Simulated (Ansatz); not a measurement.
# Sr on Hf(0001): change of the work function, part 4 of 5

Aim: the work function of Hf(0001) at several coverages of Sr (top site), and the dipole that each adsorbate carries.

Ansatz 0.2.0; plane-wave DFT, PBEsol, Ansatz PAW.

So far, work function, upper face (eV): step 2 (the clean slab) 4.38; step 3 (37 atoms, coverage 0.111 ML, cell 3x3) 2.69; step 4 (17 atoms, coverage 0.25 ML, cell 2x2) 2.11.

## (6) The slab at 0.25 ML, atoms frozen

This step: plane-wave DFT, PBEsol, Ansatz PAW (Ansatz 0.2.0).

To see where the charge goes, the covered slab, the bare substrate and the adsorbate layer are each run at the same frozen positions and on the same grid.

Input file input.yaml:

```yaml
crystal:
  lattice:
    - [6.4, 0.0, 0.0]
    - [3.2, 5.5425625842, 0.0]
    - [0.0, 0.0, 29.3207626968]
  atoms:
    - { symbol: Hf, position: [0.3333333333, 0.3333333333, 0.3069497234] }
    - { symbol: Hf, position: [0.0, 0.0, 0.3932776278] }
    - { symbol: Hf, position: [0.3333333333, 0.3333333333, 0.4832806509] }
    - { symbol: Hf, position: [0.0, 0.0, 0.5542700186] }
    - { symbol: Hf, position: [0.3333333333, 0.8333333333, 0.3069497234] }
    - { symbol: Hf, position: [0.0, 0.5, 0.3932776278] }
    - { symbol: Hf, position: [0.3423451038, 0.8288274481, 0.4797066021] }
    - { symbol: Hf, position: [-0.0046635611, 0.5023317805, 0.5640682205] }
    - { symbol: Hf, position: [0.8333333333, 0.3333333333, 0.3069497234] }
    - { symbol: Hf, position: [0.5, 0.0, 0.3932776278] }
    - { symbol: Hf, position: [0.8288274481, 0.3423451038, 0.4797066021] }
    - { symbol: Hf, position: [0.5023317805, -0.0046635611, 0.5640682205] }
    - { symbol: Hf, position: [0.8333333333, 0.8333333333, 0.3069497234] }
    - { symbol: Hf, position: [0.5, 0.5, 0.3932776278] }
    - { symbol: Hf, position: [0.8288274481, 0.8288274481, 0.4797066021] }
    - { symbol: Hf, position: [0.5023317805, 0.5023317805, 0.5640682205] }
    - { symbol: Sr, position: [0.0, 0.0, 0.6568297038] }
kpoints:
  mp_grid: { grid: [6, 6, 1] }
hamiltonian:
  xc: pbesol
scf:
  occupations: { method: fermi_dirac, width: 0.1 }
  convergence: { dr2_threshold: 1.0e-08 }
efield:
  axis: 3
  dipole_correction: true
  ramp_position: 0.97
  ramp_width: 0.06
output:
  write_potential: true
  write_density: true
  volumetric_format: npy
```

Launch:

```sh
$ ansatz run input.yaml --threads 4 --pin off --max-ram 12288MiB --backend cpu --events-out ev --progress --plain --runs-dir out
```

Numbers of over 12 decimals in the logs are rounded to 6 here.

The log of the run:

```text
[...]
Crystal: 17 atoms, lattice volume = 1040.078 Å³
Basis set: ecut = 420 eV, 20425 PW (Γ)
Bands: 256, of which v1, the nominal top of the filled ones, is band 213 counted from 1 (212 counted from 0)
Symmetry: 6 space group operations
[...]
k-points: 7 of 36 (time reversal used)
[...]
SCF iter   1: F=—  HF=-253053.350016 eV  |F-HF|=—  |Δ(HF+E_count)|=         —  Δρ=6.61e-3  dr2=1.15e1  ethr=1.77e-3  p=0.476 e·Å  D=8.27e-2 V/Å  ΔV_dip=-2.43 eV  dr2_dipole=1.51e-2  V_vac-E_F(+/−)=2.16/4.59 eV  ⟨swp⟩=8.4  Hψ=7003  notcnv=0  defer=5
[...]
SCF iter  12: F=-253053.020879 eV  HF=-253053.020879 eV  |F-HF|=2.62e-10  |Δ(HF+E_count)|=   2.50e-9  Δρ=1.93e-7  dr2=1.15e-9  ethr=2.35e-12  p=0.459 e·Å  D=7.99e-2 V/Å  ΔV_dip=-2.34 eV  dr2_dipole=3.12e-11  V_vac-E_F(+/−)=2.11/4.45 eV  ⟨swp⟩=13.9  Hψ=6113  notcnv=0
SCF 1 converged in 12 iterations: F = -253053.020879 eV  dr2 = 1.15e-9
[...]
SCF converged after 12 iterations
Free energy (F): -253053.020879 eV
[...]
Internal energy: -253052.265021 eV  (E = F + TS)
E sigma→0 (E₀):  -253052.642950 eV
Entropy (-TS):   -0.755859 eV (-44.462 meV/atom)
Fermi energy:    5.173328 eV
Dipole field:    D = 0.079861 V/Å  (p = 0.459028 e·Å, saw-weighted, corrected)
Work function:   Φ+ = 2.1097 eV   Φ− = 4.4513 eV
[...]
--- Band table (eV; the first three rows and the last of 7) ---
  k-point 0: bands = [... 209 lower, 5.3003, 5.5424, 5.5734, 5.5734, 5.6210, 5.9028, 5.9555, 6.0471, ... 39 higher]
  k-point 1: bands = [... 209 lower, 5.2579, 5.3448, 5.4375, 5.4611, 5.4878, 5.6997, 5.8142, 5.8507, ... 39 higher]
  k-point 2: bands = [... 209 lower, 4.9458, 4.9814, 5.1509, 5.1520, 5.1971, 5.2838, 5.4403, 5.5130, ... 39 higher]
  k-point 6: bands = [... 209 lower, 4.6736, 4.7456, 4.7814, 4.8026, 4.8048, 5.1370, 5.1389, 5.1420, ... 39 higher]
```

Run time: 2 min. Hardware: 4 threads of Arm Neoverse V1, shared host; peak memory 5.4 GiB.

Reading the cycles: dr2 is the Hartree energy of the density residual (eV), the measure of convergence; HF is the Harris–Foulkes estimate of the energy, which meets the free energy F at convergence.

This step gave:

| Item | Value |
| --- | --- |
| energy at zero smearing | -253052.6429 eV |
| work function, upper face | 2.110 eV |
| dipole along the normal | 0.4590 e·Å |
| step between the vacuum levels | -2.342 eV |

The work function of the upper face is 2.11 eV.

## (7) The substrate of the 0.25 ML cell alone

System of this step: Sr/Hf(0001), substrate alone, atoms held. The cell holds 16 atoms: 16 Hf. Cell: a = 6.400 Å, b = 6.400 Å, c = 29.321 Å, α = 90.0°, β = 90.0°, γ = 60.0°. Vacuum lies along c.

The second part, atoms unmoved.

input.yaml: that of step 6 with these lines changed.

```diff
@@ -22,3 +22,2 @@
     - { symbol: Hf, position: [0.5023317805, 0.5023317805, 0.5640682205] }
-    - { symbol: Sr, position: [0.0, 0.0, 0.6568297038] }
 kpoints:
```

The log of the run:

```text
[...]
Crystal: 16 atoms, lattice volume = 1040.078 Å³
Basis set: ecut = 420 eV, 20425 PW (Γ)
Bands: 250, of which v1, the nominal top of the filled ones, is band 208 counted from 1 (207 counted from 0)
Symmetry: 6 space group operations
[...]
k-points: 7 of 36 (time reversal used)
[...]
SCF iter   1: F=—  HF=-249560.111015 eV  |F-HF|=—  |Δ(HF+E_count)|=         —  Δρ=7.11e-3  dr2=1.23e1  ethr=1.77e-3  p=-0.004 e·Å  D=-6.64e-4 V/Å  ΔV_dip=0.02 eV  dr2_dipole=1.55e-1  V_vac-E_F(+/−)=4.63/4.61 eV  ⟨swp⟩=6.1  Hψ=5698  notcnv=0  defer=11
[...]
SCF iter  12: F=-249559.756375 eV  HF=-249559.756375 eV  |F-HF|=8.44e-10  |Δ(HF+E_count)|=   7.80e-9  Δρ=1.90e-7  dr2=7.09e-10  ethr=2.40e-12  p=0.022 e·Å  D=3.76e-3 V/Å  ΔV_dip=-0.11 eV  dr2_dipole=1.53e-11  V_vac-E_F(+/−)=4.34/4.45 eV  ⟨swp⟩=12.9  Hψ=5812  notcnv=0
SCF 1 converged in 12 iterations: F = -249559.756375 eV  dr2 = 7.09e-10
[...]
SCF converged after 12 iterations
Free energy (F): -249559.756375 eV
[...]
Internal energy: -249558.967825 eV  (E = F + TS)
E sigma→0 (E₀):  -249559.362100 eV
Entropy (-TS):   -0.788550 eV (-49.284 meV/atom)
Fermi energy:    4.006787 eV
Dipole field:    D = 0.003755 V/Å  (p = 0.021584 e·Å, saw-weighted, corrected)
Work function:   Φ+ = 4.3426 eV   Φ− = 4.4527 eV
[...]
--- Band table (eV; the first three rows and the last of 7) ---
  k-point 0: bands = [... 204 lower, 4.1720, 4.1720, 4.5073, 4.5423, 4.5769, 4.5769, 4.7949, 4.8978, ... 38 higher]
  k-point 1: bands = [... 204 lower, 4.1228, 4.1495, 4.3186, 4.3842, 4.4115, 4.4124, 4.5706, 4.7259, ... 38 higher]
  k-point 2: bands = [... 204 lower, 3.8365, 3.8696, 3.9604, 3.9981, 4.0222, 4.0755, 4.2568, 4.3165, ... 38 higher]
  k-point 6: bands = [... 204 lower, 3.5675, 3.5743, 3.5777, 3.6234, 3.6296, 3.6389, 3.9749, 4.0101, ... 38 higher]
```

Elapsed: 1.8 min, on 4 threads; peak memory 5.2 GiB; 7 min of CPU time.

This step gave:

```
energy at zero smearing        : -249559.3621 eV
work function, upper face      : 4.343 eV
work function, lower face      : 4.453 eV
dipole along the normal        : 0.02158 e·Å
step between the vacuum levels : -0.1101 eV
```

The work function of the upper face is 4.34 eV.

## (8) The adsorbate layer of the 0.25 ML cell alone

System of this step: Sr/Hf(0001), adsorbate layer alone, atoms held. The cell holds 1 atom: 1 Sr. Its edges and angles: a = 6.400 Å, b = 6.400 Å, c = 29.321 Å, α = 90.0°, β = 90.0°, γ = 60.0°. Vacuum lies along c.

The third part; a free layer of atoms may carry a moment, so spin is on.

input.yaml, the sections that differ from step 7:

```yaml
crystal:
  lattice:
    - [6.4, 0.0, 0.0]
    - [3.2, 5.5425625842, 0.0]
    - [0.0, 0.0, 29.3207626968]
  atoms:
    - { symbol: Sr, position: [0.0, 0.0, 0.6568297038], spin: 1.0 }
magnetization:
  spin_polarized: true
# kpoints, hamiltonian, scf, efield, output: as in step 7
```

The log of the run:

```text
[...]
Crystal: 1 atoms, lattice volume = 1040.078 Å³
Basis set: ecut = 420 eV, 20425 PW (Γ)
Bands: 10, of which v1, the nominal top of the filled ones, is band 5 counted from 1 (4 counted from 0)
Symmetry: 12 space group operations
k-points: 7 of 36
[...]
Starting moments: Σ|m| = 1 μB on 1 of 1 site
[...]
SCF iter   1: F=—  HF=-3490.416252 eV  |F-HF|=—  |Δ(HF+E_count)|=         —  Δρ=5.39e-3 (↑5.39e-3 ↓5.14e-3)  dr2=1.82e-2  dr2_m=2.64e-1  M=0.006 μB ∫|m|=0.032 μB  β_m=0.30  ethr=1.75e-4  p=0.000 e·Å  D=5.09e-9 V/Å  ΔV_dip=-0.00 eV  dr2_dipole=1.32e-13  V_vac-E_F(+/−)=2.74/2.74 eV  ⟨swp⟩=2.4  Hψ=2104  notcnv=0
[...]
spin=Collinear: Resta preconditioning applied to the charge; magnetization (m = ρ↑ − ρ↓) channel mixes plain (no charge-response kernel on spin).
SCF iter   2: F=—  HF=-3490.495868 eV  |F-HF|=—  |Δ(HF+E_count)|=   7.96e-2  Δρ=3.79e-3 (↑3.79e-3 ↓3.65e-3)  dr2=9.62e-3  dr2_m=1.32e-1  M=0.004 μB ∫|m|=0.026 μB  β_m=0.30  ethr=1.75e-4  p=0.000 e·Å  D=2.37e-8 V/Å  ΔV_dip=-0.00 eV  dr2_dipole=4.34e-12  V_vac-E_F(+/−)=2.75/2.75 eV  ⟨swp⟩=1.3  Hψ=171  notcnv=0  κ⁻¹=1.0e0(r=1)
[...]
SCF iter   6: F=—  HF=-3490.570361 eV  |F-HF|=—  |Δ(HF+E_count)|=   4.78e-3  Δρ=9.33e-4 (↑9.33e-4 ↓9.30e-4)  dr2=6.89e-7  dr2_m=8.28e-3  M=0.001 μB ∫|m|=0.009 μB  β_m=0.30  ethr=1.15e-7  p=0.000 e·Å  D=1.50e-7 V/Å  ΔV_dip=-0.00 eV  dr2_dipole=9.19e-13  V_vac-E_F(+/−)=2.76/2.76 eV  ⟨swp⟩=2.8  Hψ=239  notcnv=0
[...]
spin-set hold released at iteration 6 (site moments contracting): the magnetisation degrees of freedom join the quasi-Newton model from the next iteration; the mixer history was flushed
SCF iter   7: F=—  HF=-3490.572683 eV  |F-HF|=—  |Δ(HF+E_count)|=   2.32e-3  Δρ=6.59e-4 (↑6.59e-4 ↓6.58e-4)  dr2=2.99e-7  dr2_m=4.14e-3  M=0.001 μB ∫|m|=0.007 μB  β_m=0.31  ethr=6.89e-9  p=0.000 e·Å  D=2.61e-7 V/Å  ΔV_dip=-0.00 eV  dr2_dipole=2.42e-14  V_vac-E_F(+/−)=2.76/2.76 eV  ⟨swp⟩=3.2  Hψ=313  notcnv=0  κ⁻¹=1.0e0(r=1)
density mixer auto → broyden: gapped, with many states about μ (density of states about μ 0.58 of a free-electron gas's, 40 screened modes)
SCF iter   8: F=—  HF=-3490.575043 eV  |F-HF|=—  |Δ(HF+E_count)|=   2.36e-3  Δρ=9.69e-6 (↑9.13e-6 ↓9.69e-6)  dr2=2.83e-8  dr2_m=8.40e-7  M=-0.000 μB ∫|m|=0.002 μB  β_m=0.31  ethr=2.99e-9  p=0.000 e·Å  D=3.25e-7 V/Å  ΔV_dip=-0.00 eV  dr2_dipole=1.20e-13  V_vac-E_F(+/−)=2.76/2.76 eV  ⟨swp⟩=5.0  Hψ=395  notcnv=0  κ⁻¹=4.9e-6(r=2)
[...]
SCF iter  14: F=-3490.575048 eV  HF=-3490.575048 eV  |F-HF|=1.64e-11  |Δ(HF+E_count)|=   1.41e-9  Δρ=2.13e-8 (↑2.13e-8 ↓1.84e-8)  dr2=3.86e-12  dr2_m=3.03e-12  M=0.000 μB ∫|m|=0.000 μB  ethr=1.00e-12  p=0.000 e·Å  D=2.76e-7 V/Å  ΔV_dip=-0.00 eV  dr2_dipole=8.69e-16  V_vac-E_F(+/−)=2.76/2.76 eV  ⟨swp⟩=3.1  Hψ=333  notcnv=0
SCF 1 converged in 14 iterations: F = -3490.575048 eV  dr2 = 3.86e-12
[...]
the search or the solves at the SCF's close seem to have found levels that the self-consistency loop had missed (the run counts 1). By its estimate they hold 1.45e-8 electrons. The energies and the density leave them out; if the run goes on with those levels, later outputs use occupations computed again with them
WARN: the starting moments were not kept: the SCF closed with an absolute magnetisation of 4.0e-6 μB, where they sum to 1 μB in size (1 site). That is at most 0.1 of that sum. Measured as dr2_m measures the in/out step, that magnetisation stands 3.8e-13 eV from none, at or under the dr2_threshold of 1.0e-8 eV: it is no larger than a step whose dr2_m would equal this threshold. The system may hold no moment; this SCF  [...]
[...]
this state was not tested for a lower state beside it, because the mixer in use, unlike msr1, does not test its closes by its own steps (another_mixer; see scf.mixing.algorithm and scf.lower_state_search)
SCF converged after 14 iterations
Magnetization: 0.0000 μB (5.0000 up, 5.0000 down)
Absolute magnetization: 0.0000 μB (∫|ρ↑−ρ↓|, with the PAW one-centre terms)
[...]
Per-site moments (μB) at R_I (Å): [(-9.379600908525737e-7, 2.640000)]
Free energy (F): -3490.575048 eV
[...]
Internal energy: -3490.570807 eV  (E = F + TS)
E sigma→0 (E₀):  -3490.572927 eV
Entropy (-TS):   -0.004241 eV (-4.241 meV/atom)
Fermi energy:    -2.263542 eV
Dipole field:    D = 0.000000 V/Å  (p = 0.000002 e·Å, saw-weighted, corrected)
Work function:   Φ+ = 2.7643 eV   Φ− = 2.7643 eV
[...]
--- Band table (eV; the first three rows and the last of 14) ---
[...]
```

Elapsed: 8.2 s, on 4 threads; peak memory 1.1 GiB.

Numbers from this step:

- energy at zero smearing: -3490.5729 eV
- dipole along the normal: 1.69e-6 e·Å

At this spacing and smearing the free layer keeps no moment.

## (9) Where the charge went at 0.25 ML

This step: plane-wave DFT, PBEsol, Ansatz PAW; density difference on adsorption (Ansatz 0.2.0).

The densities of the parts are taken from that of the whole and averaged over planes; the first moment of what is left gives the step in the potential.

Numbers from this step:

```yaml
largest_charge_moved: 0.007534 e/Å²
potential_step_from_the_moved_charge: -2.232 eV
```

Planar mean, whole system less its parts. The electron density difference by z:

```
z (Å)  electron density difference (e/Å³)
    5                             -4.9e-7
    6                             -2.0e-6
    7                             -1.0e-5
    8                              1.5e-5
    9                             -1.3e-4
   10                              2.3e-4
   11                             -1.9e-5
   12                             -1.5e-4
   13                              4.8e-4
   14                              4.4e-5
   15                            -0.00104
   16                            -0.00127
   17                            -0.00154
   18                              0.0108
   19                            -0.00221
   20                            -0.00136
   21                            -0.00327
   22                             -7.3e-4
   23                             -6.4e-5
   24                              4.2e-6
   25                              3.3e-6
   26                              9.4e-7
```

Planar mean, whole system less its parts. The electrons moved below z by z:

```
z (Å)  electrons moved below z (e/Å²)
    5                         -3.3e-7
    6                         -1.5e-6
    7                         -7.0e-6
    8                         -1.8e-5
    9                         -1.5e-5
   10                         -5.4e-5
   11                          1.2e-4
   12                         -1.1e-4
   13                          6.5e-5
   14                          2.9e-4
   15                         -2.4e-4
   16                        -0.00156
   17                        -0.00403
   18                         0.00335
   19                         0.00707
   20                         0.00520
   21                         0.00192
   22                          2.5e-4
   23                          3.5e-6
   24                         -7.2e-6
   25                         -2.7e-6
   26                         -9.2e-7
   27                         -4.7e-7
```

(Part 4 of 5 ends here.)

[Logs are printed without paths, hosts, clocks, repeated set-up lines and the standing remarks that a program may print on its own settings, such as how far it seeks lower states.]

[Hosts, paths, dates, database ids (printed as entryN), source tags and the programs' standing remarks are cut or masked in the printed files.]

[Maps of the electrostatic potential energy from Ansatz leave out the sawtooth potential of an applied field or a dipole correction, so their vacuum need not be flat; planar profiles and work functions include it.]
